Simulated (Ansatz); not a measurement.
# Electron scattering at the Σ5 (210) boundary in fcc Cu

Wanted: what the Σ5 (210) boundary in fcc Cu costs an interconnect.

Main program and level: Ansatz 0.2.0; Ansatz plane-wave DFT, PBE, PAW files; relaxation of a bicrystal slab with its lowest layers held; PAW set soft_1, in the first sound run; inputs show where later runs differ.

## Step 1: The starting structure

The cell holds 23 atoms: 23 Cu. Cell: a = 4.427 Å, b = 3.615 Å, c = 29.592 Å, α = 90.0°, β = 90.0°, γ = 65.9°. It derives from Cu. built on the (2 1 0) plane; 2 overlapping atoms removed and the grains opened by 0 Å. Vacuum lies along c.

## Step 2: Relaxing the bicrystal

The boundary is built by mirroring the lower grain in the boundary plane and removing any atoms that overlap. A thin bicrystal slab is relaxed first, with the lowest layers held and the upper grain free to shift and open.

input.yaml reads:

```yaml
crystal:
  lattice:
    - [4.4274037203, 0.0, 0.0]
    - [1.4758012401, 3.2999918941, 0.0]
    - [0.0, 0.0, 29.5915814808]
  atoms:
    - { symbol: Cu, position: [1.0e-10, 0.9999999999, 0.1689669747] }
    - { symbol: Cu, position: [0.6000000001, 0.6999999999, 0.1962831771] }
    - { symbol: Cu, position: [0.2000000001, 0.3999999999, 0.2235993796] }
    - { symbol: Cu, position: [0.8000000001, 0.0999999999, 0.250915582] }
    - { symbol: Cu, position: [0.4000000001, 0.7999999999, 0.2782317844] }
    - { symbol: Cu, position: [1.0e-10, 0.5, 0.3055479868] }
    - { symbol: Cu, position: [0.6000000001, 0.2, 0.3328641892] }
    - { symbol: Cu, position: [0.2, 0.9, 0.3601803916] }
    - { symbol: Cu, position: [0.8, 0.6, 0.3874965941] }
    - { symbol: Cu, position: [0.4, 0.3, 0.4148127965] }
    - { symbol: Cu, position: [0.0, 0.0, 0.4421289989] }
    - { symbol: Cu, position: [0.8, 0.6, 0.4967614037] }
    - { symbol: Cu, position: [0.2, 0.9, 0.5240776062] }
    - { symbol: Cu, position: [0.6000000001, 0.2, 0.5513938086] }
    - { symbol: Cu, position: [1.0e-10, 0.5, 0.578710011] }
    - { symbol: Cu, position: [0.4000000001, 0.7999999999, 0.6060262134] }
    - { symbol: Cu, position: [0.8000000001, 0.0999999999, 0.6333424158] }
    - { symbol: Cu, position: [0.2000000001, 0.3999999999, 0.6606586182] }
    - { symbol: Cu, position: [0.6000000001, 0.6999999999, 0.6879748207] }
    - { symbol: Cu, position: [1.0e-10, 0.9999999999, 0.7152910231] }
    - { symbol: Cu, position: [0.4000000002, 0.2999999999, 0.7426072255] }
    - { symbol: Cu, position: [0.8000000002, 0.5999999999, 0.7699234279] }
    - { symbol: Cu, position: [0.2000000002, 0.8999999999, 0.7972396303] }
kpoints:
  mp_grid: { grid: [7, 7, 1] }
hamiltonian:
  xc: pbe
  pseudopotentials: { kind: paw, azcp: { folder: soft_1 } }
scf:
  occupations: { method: fermi_dirac, width: 0.1 }
relax:
  f_tol: 0.03
  max_steps: 80
  constraints: [{ sites: [0, 1, 2, 3] }]
```

Run with:

```
$ ansatz run input.yaml --threads 4 --pin off --max-ram 15360MiB --backend cpu --events-out ev --progress --plain --runs-dir out
```

Numbers of over 12 decimals in the logs are rounded to 6 here.

What it wrote:

```text
Engine: ansatz 0.2.0, x86_64-unknown-linux-gnu
Pseudopotentials: kind: paw
Pseudopotential: Cu, paw, valence charge 19, recommended cutoff 420 eV (normal), soft_1/Cu.paw.azcp
Functional definition: PBE
  parameter kappa = 0.804
  parameter beta = 0.066725
  exchange = pbe_x(kappa = kappa, mu = beta*pi^2/3)
  correlation = pbe_c(beta = beta)
Crystal: 23 atoms, lattice volume = 432.345 Å³
Basis set: ecut = 420 eV, 8449 PW (Γ), exchange–correlation on 60×50×400 points (8 copies of the dense FFT grid, shifted against one another)
Bands: 263, of which v1, the nominal top of the filled ones, is band 219 counted from 1 (218 counted from 0)
Symmetry: 2 space group operations
Space group: Cm (ITA 8), of the structure as read, at distance tolerance 7.6e-5 Å
k-points: 16 of 49 (time reversal used)
Non-local potential: Cu, projectors of the file, l = 0: 3, l = 1: 2, l = 2: 3, l = 3: 1
PAW form: soft (Blöchl's): semilocal exchange-correlation on the pseudo side does not see the compensation charge
PAW one-centre angular grid: Cu, 590 points (default); XC on 64 Gauss nodes
Initial density: superposition of atomic densities (neutral atoms: chi_scale 0, normalization atom)
Initial wavefunctions: pseudopotential atomic-orbital guess
Functional: x = pbe(κ = 0.804, μ = 0.219515), c = pbe(β = 0.066725)
SCF iter   1: F=—  HF=-152394.262778 eV  |F-HF|=—  |Δ(HF+E_count)|=         —  Δρ=2.04e-1  dr2=1.09e2  ethr=3.10e-3  ⟨swp⟩=5.8  Hψ=15429  notcnv=0  defer=151
preconditioner: auto → LDOS  [metal: Δε(μ)=0.038 eV  Ē_g=8.081 eV  σ=0.100 eV  W_gap=0.09  n_scr=142 (ndim 8)  ℏωp=28.4 eV  f_vac=0.323  D(μ)=11.23/eV (n_scr^D=86)  β→1.0]
SCF iter   2: F=—  HF=-152524.970220 eV  |F-HF|=—  |Δ(HF+E_count)|=    1.31e2  Δρ=4.30e-1  dr2=4.62e2  ethr=3.10e-3  ⟨swp⟩=4.0  Hψ=12876  notcnv=0  defer=431  recentre
SCF iter   3: F=—  HF=-152376.259354 eV  |F-HF|=—  |Δ(HF+E_count)|=    1.49e2  Δρ=4.85e-2  dr2=6.62e0  ethr=3.10e-3  ⟨swp⟩=4.0  Hψ=11070  notcnv=0  defer=473
SCF iter   4: F=—  HF=-152375.177549 eV  |F-HF|=—  |Δ(HF+E_count)|=    1.08e0  Δρ=1.91e-2  dr2=9.11e-1  ethr=1.52e-3  ⟨swp⟩=2.2  Hψ=6974  notcnv=0  defer=465
SCF iter   5: F=—  HF=-152375.010798 eV  |F-HF|=—  |Δ(HF+E_count)|=   1.67e-1  Δρ=4.58e-3  dr2=5.86e-2  ethr=2.09e-4  ⟨swp⟩=2.0  Hψ=7213  notcnv=0  defer=467
SCF iter   6: F=—  HF=-152375.026450 eV  |F-HF|=—  |Δ(HF+E_count)|=   1.57e-2  Δρ=2.02e-3  dr2=1.48e-2  ethr=1.34e-5  ⟨swp⟩=2.0  Hψ=5920  notcnv=0  defer=467
SCF iter   7: F=—  HF=-152375.028304 eV  |F-HF|=—  |Δ(HF+E_count)|=   1.85e-3  Δρ=8.13e-4  dr2=2.83e-3  ethr=3.38e-6  ⟨swp⟩=2.0  Hψ=5802  notcnv=0  defer=467
SCF iter   8: F=—  HF=-152375.028861 eV  |F-HF|=—  |Δ(HF+E_count)|=   5.57e-4  Δρ=4.25e-4  dr2=8.31e-4  ethr=6.47e-7  ⟨swp⟩=2.0  Hψ=5851  notcnv=0  defer=467
SCF iter   9: F=—  HF=-152375.028819 eV  |F-HF|=—  |Δ(HF+E_count)|=   4.20e-5  Δρ=1.39e-4  dr2=1.30e-4  ethr=1.90e-7  ⟨swp⟩=2.0  Hψ=5399  notcnv=0  defer=467
SCF iter  10: F=-152375.028850 eV  HF=-152375.028844 eV  |F-HF|=6.57e-6  |Δ(HF+E_count)|=   2.46e-5  Δρ=6.20e-5  dr2=1.20e-5  ethr=5.15e-9  ⟨swp⟩=3.0  Hψ=15535  notcnv=0
SCF 1 converged in 10 iterations: F = -152375.028850 eV  dr2 = 1.20e-5
  greatest PAW one-centre occupation: 1.000 electrons in one spin orbital (limit 2), on the Cu atom at site 22 (counted from 0), in its partial waves of l = 0
relax step   1: F+E_penalty+E_count = -152375.02885039 eV  Δ(F+E_penalty+E_count) = +0.000e0 eV  max|allowed force component| = 5.270e-1 eV/Å  Δτ_max = 0.0000 Å  (10 SCF iters, dr2 threshold 2.25e-5 eV, accepted)
Initial density: handed on by an earlier stage of this run
Initial wavefunctions: those handed on with the density
iter 1 solved again at ethr=3.10e-4 eV; its pass at ethr=3.10e-3 eV (dr2=1.35e0 eV) is discarded
SCF iter   1: F=—  HF=-152375.493234 eV  |F-HF|=—  |Δ(HF+E_count)|=         —  Δρ=1.93e-2  dr2=1.34e0  ethr=3.10e-4  ⟨swp⟩=1.1  Hψ=17328  notcnv=0  defer=313
preconditioner: auto → LDOS  [metal: Δε(μ)=0.003 eV  Ē_g=8.853 eV  σ=0.100 eV  W_gap=0.01  n_scr=142 (ndim 8)  ℏωp=28.4 eV  f_vac=0.324  D(μ)=8.25/eV (n_scr^D=34)  β→1.0]
SCF iter   2: F=—  HF=-152375.531344 eV  |F-HF|=—  |Δ(HF+E_count)|=   3.81e-2  Δρ=2.42e-2  dr2=1.63e0  ethr=3.06e-4  ⟨swp⟩=2.0  Hψ=7168  notcnv=0  defer=313
SCF iter   3: F=—  HF=-152375.269881 eV  |F-HF|=—  |Δ(HF+E_count)|=   2.61e-1  Δρ=1.21e-2  dr2=6.53e-1  ethr=3.06e-4  ⟨swp⟩=2.0  Hψ=8258  notcnv=0  defer=477
SCF iter   4: F=—  HF=-152375.204444 eV  |F-HF|=—  |Δ(HF+E_count)|=   6.54e-2  Δρ=4.31e-3  dr2=7.03e-2  ethr=1.49e-4  ⟨swp⟩=2.0  Hψ=4470  notcnv=0  defer=477
SCF iter   5: F=—  HF=-152375.195499 eV  |F-HF|=—  |Δ(HF+E_count)|=   8.95e-3  Δρ=1.77e-3  dr2=8.63e-3  ethr=1.61e-5  ⟨swp⟩=2.0  Hψ=6886  notcnv=0  defer=477
SCF iter   6: F=—  HF=-152375.193816 eV  |F-HF|=—  |Δ(HF+E_count)|=   1.68e-3  Δρ=2.42e-4  dr2=8.64e-4  ethr=1.97e-6  ⟨swp⟩=2.0  Hψ=5986  notcnv=0  defer=476
SCF iter   7: F=—  HF=-152375.194094 eV  |F-HF|=—  |Δ(HF+E_count)|=   2.79e-4  Δρ=3.31e-4  dr2=6.82e-4  ethr=1.98e-7  ⟨swp⟩=2.1  Hψ=7021  notcnv=0  defer=476
SCF iter   8: F=—  HF=-152375.194109 eV  |F-HF|=—  |Δ(HF+E_count)|=   1.42e-5  Δρ=1.60e-4  dr2=1.36e-4  ethr=1.56e-7  ⟨swp⟩=2.0  Hψ=5457  notcnv=0  defer=476
SCF iter   9: F=-152375.194097 eV  HF=-152375.194097 eV  |F-HF|=1.67e-7  |Δ(HF+E_count)|=   1.20e-5  Δρ=3.11e-5  dr2=8.45e-6  ethr=3.97e-9  ⟨swp⟩=3.0  Hψ=15424  notcnv=0
SCF 2 converged in 9 iterations: F = -152375.194097 eV  dr2 = 8.45e-6
  greatest PAW one-centre occupation: 1.000 electrons in one spin orbital (limit 2), on the Cu atom at site 0 (counted from 0), in its partial waves of l = 0
relax step   2: F+E_penalty+E_count = -152375.19409672 eV  Δ(F+E_penalty+E_count) = -1.652e-1 eV  max|allowed force component| = 3.852e-1 eV/Å  Δτ_max = 0.1572 Å  (9 SCF iters, dr2 threshold 1.74e-5 eV, accepted)
SCF iter   1: F=—  HF=-152375.595167 eV  |F-HF|=—  |Δ(HF+E_count)|=         —  Δρ=1.79e-2  dr2=8.93e-1  ethr=2.92e-3  ⟨swp⟩=4.9  Hψ=11277  notcnv=0  defer=420
preconditioner: auto → LDOS  [metal: Δε(μ)=0.043 eV  Ē_g=8.871 eV  σ=0.100 eV  W_gap=0.11  n_scr=142 (ndim 8)  ℏωp=28.4 eV  f_vac=0.327  D(μ)=8.08/eV (n_scr^D=34)  β→1.0]
SCF iter   2: F=—  HF=-152375.547267 eV  |F-HF|=—  |Δ(HF+E_count)|=   4.79e-2  Δρ=1.91e-2  dr2=1.01e0  ethr=2.04e-4  ⟨swp⟩=2.1  Hψ=8586  notcnv=0  defer=471
SCF iter   3: F=—  HF=-152375.569710 eV  |F-HF|=—  |Δ(HF+E_count)|=   2.24e-2  Δρ=2.05e-2  dr2=1.12e0  ethr=2.04e-4  ⟨swp⟩=2.1  Hψ=7343  notcnv=0  defer=471
SCF iter   4: F=—  HF=-152375.411354 eV  |F-HF|=—  |Δ(HF+E_count)|=   1.58e-1  Δρ=1.08e-2  dr2=2.96e-1  ethr=2.04e-4  ⟨swp⟩=1.3  Hψ=4977  notcnv=0  defer=469
SCF iter   5: F=—  HF=-152375.352054 eV  |F-HF|=—  |Δ(HF+E_count)|=   5.93e-2  Δρ=3.18e-3  dr2=2.41e-2  ethr=6.77e-5  ⟨swp⟩=2.0  Hψ=6964  notcnv=0  defer=469
SCF iter   6: F=—  HF=-152375.345494 eV  |F-HF|=—  |Δ(HF+E_count)|=   6.56e-3  Δρ=4.31e-4  dr2=7.54e-4  ethr=5.52e-6  ⟨swp⟩=2.0  Hψ=5657  notcnv=0  defer=469
SCF iter   7: F=—  HF=-152375.345253 eV  |F-HF|=—  |Δ(HF+E_count)|=   2.41e-4  Δρ=4.56e-4  dr2=8.09e-4  ethr=1.73e-7  ⟨swp⟩=2.9  Hψ=7582  notcnv=0  defer=469
SCF iter   8: F=—  HF=-152375.345194 eV  |F-HF|=—  |Δ(HF+E_count)|=   5.93e-5  Δρ=2.13e-4  dr2=2.38e-4  ethr=1.73e-7  ⟨swp⟩=2.0  Hψ=5992  notcnv=0  defer=469
SCF iter   9: F=—  HF=-152375.345175 eV  |F-HF|=—  |Δ(HF+E_count)|=   1.90e-5  Δρ=6.22e-5  dr2=3.09e-5  ethr=5.44e-8  ⟨swp⟩=2.0  Hψ=5335  notcnv=0  defer=469
SCF iter  10: F=-152375.345173 eV  HF=-152375.345174 eV  |F-HF|=1.27e-6  |Δ(HF+E_count)|=   5.37e-7  Δρ=2.53e-5  dr2=3.49e-6  ethr=2.12e-9  ⟨swp⟩=4.0  Hψ=13185  notcnv=0
SCF 3 converged in 10 iterations: F = -152375.345173 eV  dr2 = 3.49e-6
relax step   3: F+E_penalty+E_count = -152375.34517301 eV  Δ(F+E_penalty+E_count) = -1.511e-1 eV  max|allowed force component| = 2.000e-1 eV/Å  Δτ_max = 0.1918 Å  (10 SCF iters, dr2 threshold 9.27e-6 eV, accepted)
[... from here on, the SCF cycles and remarks between the steps are left out ...]
relax step   4: F+E_penalty+E_count = -152375.41306145 eV  Δ(F+E_penalty+E_count) = -6.789e-2 eV  max|allowed force component| = 6.603e-2 eV/Å  Δτ_max = 0.2000 Å  (9 SCF iters, dr2 threshold 1.08e-5 eV, accepted)
relax step   5: F+E_penalty+E_count = -152375.42996815 eV  Δ(F+E_penalty+E_count) = -1.691e-2 eV  max|allowed force component| = 1.255e-1 eV/Å  Δτ_max = 0.1949 Å  (12 SCF iters, accepted)
relax step   6: F+E_penalty+E_count = -152375.43926404 eV  Δ(F+E_penalty+E_count) = -9.296e-3 eV  max|allowed force component| = 4.168e-2 eV/Å  Δτ_max = 0.0505 Å  (7 SCF iters, dr2 threshold 1.72e-6 eV, accepted)
relax step   7: F+E_penalty+E_count = -152375.44872563 eV  Δ(F+E_penalty+E_count) = -9.462e-3 eV  max|allowed force component| = 2.997e-2 eV/Å  Δτ_max = 0.1457 Å  (12 SCF iters, accepted)
relax step   8: F+E_penalty+E_count = -152375.45672308 eV  Δ(F+E_penalty+E_count) = -7.997e-3 eV  max|allowed force component| = 4.134e-2 eV/Å  Δτ_max = 0.1965 Å  (12 SCF iters, accepted)
relax step   9: F+E_penalty+E_count = -152375.45916286 eV  Δ(F+E_penalty+E_count) = -2.440e-3 eV  max|allowed force component| = 7.946e-2 eV/Å  Δτ_max = 0.1951 Å  (12 SCF iters, accepted)
relax step  10: F+E_penalty+E_count = -152375.46014833 eV  Δ(F+E_penalty+E_count) = -9.855e-4 eV  max|allowed force component| = 4.484e-2 eV/Å  Δτ_max = 0.0156 Å  (6 SCF iters, dr2 threshold 6.31e-6 eV, accepted)
SCF iter   1: F=—  HF=-152375.460852 eV  |F-HF|=—  |Δ(HF+E_count)|=         —  Δρ=4.98e-4  dr2=5.49e-4  ethr=1.15e-6  ⟨swp⟩=2.9  Hψ=7268  notcnv=0  defer=475
preconditioner: auto → LDOS  [metal: Δε(μ)=0.048 eV  Ē_g=8.957 eV  σ=0.100 eV  W_gap=0.12  n_scr=142 (ndim 8)  ℏωp=28.4 eV  f_vac=0.333  D(μ)=7.74/eV (n_scr^D=34)  β→1.0]
SCF iter   2: F=—  HF=-152375.460674 eV  |F-HF|=—  |Δ(HF+E_count)|=   1.78e-4  Δρ=2.78e-4  dr2=2.33e-4  ethr=1.26e-7  ⟨swp⟩=2.0  Hψ=7989  notcnv=0  defer=475
SCF iter   3: F=—  HF=-152375.460670 eV  |F-HF|=—  |Δ(HF+E_count)|=   3.41e-6  Δρ=3.38e-4  dr2=3.00e-4  ethr=5.33e-8  ⟨swp⟩=2.4  Hψ=7046  notcnv=0  defer=475
SCF iter   4: F=—  HF=-152375.460622 eV  |F-HF|=—  |Δ(HF+E_count)|=   4.90e-5  Δρ=1.23e-4  dr2=4.04e-5  ethr=5.33e-8  ⟨swp⟩=2.0  Hψ=6298  notcnv=0  defer=475
SCF iter   5: F=—  HF=-152375.460342 eV  |F-HF|=—  |Δ(HF+E_count)|=   2.79e-4  Δρ=5.98e-5  dr2=8.98e-6  ethr=9.25e-9  ⟨swp⟩=2.0  Hψ=6907  notcnv=0  defer=475
SCF iter   6: F=—  HF=-152375.460341 eV  |F-HF|=—  |Δ(HF+E_count)|=   1.79e-6  Δρ=1.14e-5  dr2=3.43e-7  ethr=2.05e-9  ⟨swp⟩=2.1  Hψ=6238  notcnv=0  defer=475
SCF iter   7: F=-152375.460340 eV  HF=-152375.460340 eV  |F-HF|=3.84e-8  |Δ(HF+E_count)|=   3.04e-8  Δρ=3.51e-6  dr2=3.28e-8  ethr=2.29e-11  ⟨swp⟩=4.6  Hψ=13514  notcnv=0
SCF 11 converged in 7 iterations: F = -152375.460340 eV  dr2 = 3.28e-8
relax step  11: F+E_penalty+E_count = -152375.46034044 eV  Δ(F+E_penalty+E_count) = -1.921e-4 eV  max|allowed force component| = 1.170e-3 eV/Å  Δτ_max = 0.0071 Å  (7 SCF iters, accepted)
SCF converged after 7 iterations
Free energy (F): -152375.460340 eV
Harris-Foulkes:  -152375.460340 eV  (|F-HF|=3.84e-8)
Internal energy: -152375.207449 eV  (E = F + TS)
E sigma→0 (E₀):  -152375.333895 eV
Entropy (-TS):   -0.252891 eV (-10.995 meV/atom)
Fermi energy:    8.697390 eV
--- Per-component energies (eV) ---
  E_band       = -11733.968097
  E_kinetic    = 6010.664729
  E_local      = -820853.166262  (includes V_loc(G=0)·N_el)
  E_nonlocal   = 20498.442191
  E_hartree    = 400870.972720
  E_xc         = -1575.723695
  E_vxc        = -2033.754095  (∫ρ·V_xc dr)
  E_paw        = -41769.538538  (= ΣΔE_a)
  E_vpaw       = -17098.155445  (= ΣTr[D̂ρ^β])
  E_aug_tail   = 0.022836  (compensation charges beyond the density's cutoff)
  E_ewald      = 284443.118569
  E_smearing   = -0.252891  (= −TS)
  E_closure    = -0.000000  (closes the sum)
  Σ components = -152375.460340   (vs F -152375.460340, Δ=0.00e0)
--- Forces (eV/Å), atoms counted from 1 ---
  atom   1  Cu    -0.02632264     0.01177184     0.52967644
  atom   2  Cu     0.01806578    -0.00807926    -0.06439878
  atom   3  Cu     0.00426421    -0.00190701    -0.36767815
  atom   4  Cu     0.00124819    -0.00055821    -0.09573124
  atom   5  Cu    -0.00000083     0.00000037     0.00003222
  atom   6  Cu     0.00031544    -0.00014107     0.00029737
  atom   7  Cu    -0.00006385     0.00002855    -0.00049395
  atom   8  Cu     0.00054694    -0.00024460     0.00044373
  atom   9  Cu     0.00058551    -0.00026185     0.00071661
  atom  10  Cu     0.00054208    -0.00024242    -0.00116993
  atom  11  Cu     0.00067628    -0.00030244     0.00004779
  atom  12  Cu     0.00023817    -0.00010651     0.00000409
  atom  13  Cu    -0.00033655     0.00015051     0.00063794
  atom  14  Cu     0.00010607    -0.00004743    -0.00019705
  atom  15  Cu     0.00014568    -0.00006515    -0.00065370
  atom  16  Cu    -0.00004631     0.00002071    -0.00044132
  atom  17  Cu    -0.00008954     0.00004004     0.00077719
  atom  18  Cu     0.00004722    -0.00002112    -0.00043871
  atom  19  Cu    -0.00007583     0.00003391    -0.00073253
  atom  20  Cu    -0.00004533     0.00002027    -0.00030046
  atom  21  Cu     0.00001467    -0.00000656    -0.00014534
  atom  22  Cu    -0.00002367     0.00001059     0.00007895
  atom  23  Cu     0.00005245    -0.00002346    -0.00017404
  max |Σ_I F_I| component: 1.57e-4 eV/Å
--- Relaxed structure (11 steps of the walk, 11 accepted, 0 SCFs on fresh bases) ---
  F+E_penalty+E_count = -152375.46034044 eV   max|allowed force component| = 1.170e-3 eV/Å
  atoms:
    - { symbol: Cu, position: [9.999989725173464e-11, 1.000000, 0.1689669747] }
    - { symbol: Cu, position: [0.6000000001, 0.700000, 0.1962831771] }
    - { symbol: Cu, position: [0.2000000001, 0.400000, 0.223599] }
    - { symbol: Cu, position: [0.800000, 0.100000, 0.250916] }
    - { symbol: Cu, position: [0.401937, 0.799031, 0.278726] }
    - { symbol: Cu, position: [0.00242565, 0.498787, 0.306330] }
    - { symbol: Cu, position: [0.604649, 0.197676, 0.333928] }
    - { symbol: Cu, position: [0.208579, 0.895710, 0.360396] }
    - { symbol: Cu, position: [0.799271, 0.600365, 0.389078] }
    - { symbol: Cu, position: [0.407310, 0.296345, 0.419567] }
    - { symbol: Cu, position: [0.00990535, -0.00495268, 0.438501] }
    - { symbol: Cu, position: [0.624660, 0.687670, 0.477346] }
    - { symbol: Cu, position: [0.010375, 0.994813, 0.516173] }
    - { symbol: Cu, position: [0.407636, 0.296182, 0.535172] }
    - { symbol: Cu, position: [-0.200484, 0.600242, 0.565563] }
    - { symbol: Cu, position: [0.208480, 0.895760, 0.594306] }
    - { symbol: Cu, position: [0.604549, 0.197726, 0.620666] }
    - { symbol: Cu, position: [0.00306387, 0.498468, 0.648471] }
    - { symbol: Cu, position: [0.400696, 0.799652, 0.675981] }
    - { symbol: Cu, position: [-0.201342, 1.100671, 0.703077] }
    - { symbol: Cu, position: [0.205444, 0.397278, 0.732439] }
    - { symbol: Cu, position: [0.601145, 0.699427, 0.758278] }
    - { symbol: Cu, position: [-0.00328891, 1.001644, 0.781642] }
```

It took 9.9 min on 4 threads of Intel Xeon Platinum 8488C (Sapphire Rapids), shared host; peak memory 3.2 GiB; 38 min of CPU time.

Relaxation path:

```
step  energy less that of the first step (eV)  largest force component (eV/Å)
   1                                   0.0000                          0.5270
   2                                  -0.1652                          0.3852
   3                                  -0.3163                          0.2000
   4                                  -0.3842                          0.0660
   5                                  -0.4011                          0.1255
   6                                  -0.4104                          0.0417
   7                                  -0.4199                          0.0300
   8                                  -0.4279                          0.0413
   9                                  -0.4303                          0.0795
  10                                  -0.4313                          0.0448
  11                                  -0.4315                          0.0012
```

The run keeps the 2 symmetry operations that it works with, so distortions that break them were not tested.

The atoms that moved most (Å):

| atom | dx | dy | dz | length |
| --- | --- | --- | --- | --- |
| Cu23 | -0.750 | 0.335 | -0.462 | 0.942 |
| Cu14 | -0.710 | 0.317 | -0.480 | 0.914 |
| Cu12 | -0.647 | 0.289 | -0.575 | 0.912 |
| Cu15 | -0.740 | 0.331 | -0.389 | 0.899 |
| Cu20 | -0.743 | 0.332 | -0.361 | 0.890 |
| Cu19 | -0.735 | 0.329 | -0.355 | 0.880 |
| Cu17 | -0.721 | 0.322 | -0.375 | 0.874 |
| Cu22 | -0.734 | 0.328 | -0.345 | 0.874 |

Numbers from this step:

| Property | Result |
| --- | --- |
| free energy | -152375.4603 eV |
| energy at zero smearing | -152375.3339 eV |
| Fermi energy | 8.697 eV |

The largest force component on a free atom ends at 0.0012 eV/Å, under the tolerance of 0.03, after 11 steps.

(Continued in part 2 of 3.)

[Logs are printed without paths, hosts, clocks, repeated set-up lines and the standing remarks that a program may print on its own settings, such as how far it seeks lower states.]

[Hosts, paths, dates, database ids (printed as entryN), source tags and the programs' standing remarks are cut or masked in the printed files.]
